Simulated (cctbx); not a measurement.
# Interatomic vectors of Ce11Sc6Sn4

Space group I4/mmm (no. 139), a = 11.7850 Å, b = 11.7850 Å, c = 16.3400 Å, α = 90.00°, β = 90.00°, γ = 90.00°, content Ce44 Sn16 Sc24.

The data are simulated with cctbx, not measured: Mo Kα, λ = 0.71073 Å, to d = 0.84 Å, 80 % of the full sphere, strongest reflection 5000 counts, noise from counting, a 2 % proportional error and a noise floor of 4 counts (s.d.); no absorption.

Patterson synthesis, origin scaled to 1000:

```text
Patterson group I 4/m m m
      u       v       w   height  length (A)
  0.000   0.000   0.000   1000.0     0.00
  0.000   0.000   0.389    272.2     6.36
  0.153   0.153   0.500    193.2     8.56
  0.000   0.000   0.202    185.8     3.30
  0.255   0.255   0.000    150.6     4.25
  0.000   0.315   0.000    143.7     3.71
  0.000   0.336   0.500    135.0     9.08
  0.000   0.337   0.099    133.4     4.29
  0.180   0.180   0.000    118.9     3.00
  0.155   0.155   0.107    116.3     3.12
  0.175   0.175   0.400    114.2     7.16
  0.000   0.352   0.273    109.0     6.09
  0.000   0.249   0.063    106.4     3.11
  0.000   0.500   0.000    105.9     5.89
```

Q: Assign the vectors.

A peak at u stands for all pairs with xi − xj = u, with weight Σ ZiZj against Σ Z² = 198600 at the origin. Peak heights follow these weights only roughly, since form factors, motion and series ripples differ, all vectors within 0.55 Å of a peak are counted as merged into it though the farther ones add only part of their weight, and F(000) is left out, which lowers the whole map:

| u | v | w | shortest length (Å) | height | 1000 ΣZiZj/ΣZ² | pairs in the cell |
| --- | --- | --- | --- | --- | --- | --- |
| 0.000 | 0.000 | 0.389 | 6.36 | 272 | 369 | 16 × Ce–Sn, 8 × Ce–Ce |
| 0.153 | 0.153 | 0.500 | 5.78 | 193 | 220 | 10 × Ce–Ce, 4 × Sn–Sn |
| 0.000 | 0.000 | 0.202 | 3.30 | 186 | 194 | 8 × Ce–Ce, 4 × Ce–Sn |
| 0.255 | 0.255 | 0.000 | 4.25 | 151 | 140 | 8 × Ce–Ce, 2 × Sc–Sc |
| 0.000 | 0.315 | 0.000 | 3.71 | 144 | 161 | 8 × Ce–Ce, 2 × Sn–Sn |
| 0.000 | 0.336 | 0.500 | 6.20 | 135 | 234 | 16 × Ce–Sn |
| 0.000 | 0.337 | 0.099 | 4.29 | 133 | 254 | 12 × Ce–Ce, 4 × Sn–Sn |
| 0.180 | 0.180 | 0.000 | 3.00 | 119 | 190 | 8 × Ce–Sn, 12 × Ce–Sc |
| 0.155 | 0.155 | 0.107 | 3.12 | 116 | 175 | 12 × Ce–Sn |
| 0.175 | 0.175 | 0.400 | 5.66 | 114 | 136 | 8 × Ce–Ce |

The table stops at ten peaks or at a height of 45, below which ripples compete. In the model behind the data Ce, the heaviest element, has 4 independent sites: (0, 0, 0.1691), (0.8323, 0.1677, 1/2), (0, 0.3509, 0.1000) and (0, 0.2547, 0.3147), up to an allowed shift of origin; the Ce–Ce vectors are differences of these positions and their symmetry mates. Elements of similar Z can't be told apart from the map alone. The whole model:

| atom | mult. | x | y | z | Ueq (Å²) |
| --- | --- | --- | --- | --- | --- |
| Ce1 | 4 | 0 | 0 | 0.1691 | 0.0093 |
| Ce2 | 8 | 0.8323 | 0.1677 | 1/2 | 0.0065 |
| Ce3 | 16 | 0 | 0.3509 | 0.1000 | 0.0104 |
| Ce4 | 16 | 0 | 0.2547 | 0.3147 | 0.0087 |
| Sn1 | 4 | 1/2 | 0 | 1/4 | 0.0121 |
| Sn2 | 4 | 0 | 0 | 0.3762 | 0.0109 |
| Sn3 | 8 | 0.1560 | 1/2 | 0 | 0.0110 |
| Sc1 | 8 | 0.6290 | 0.3710 | 1/2 | 0.0060 |
| Sc2 | 16 | 0.2960 | 0.7040 | 0.6687 | 0.0149 |

The model was made for the exercise: a known structure type with other elements put in, its volume estimated, not relaxed; displacement parameters are assumed.

[Logs are printed without paths, hosts, clocks, repeated set-up lines and the standing remarks that a program may print on its own settings, such as how far it seeks lower states.]
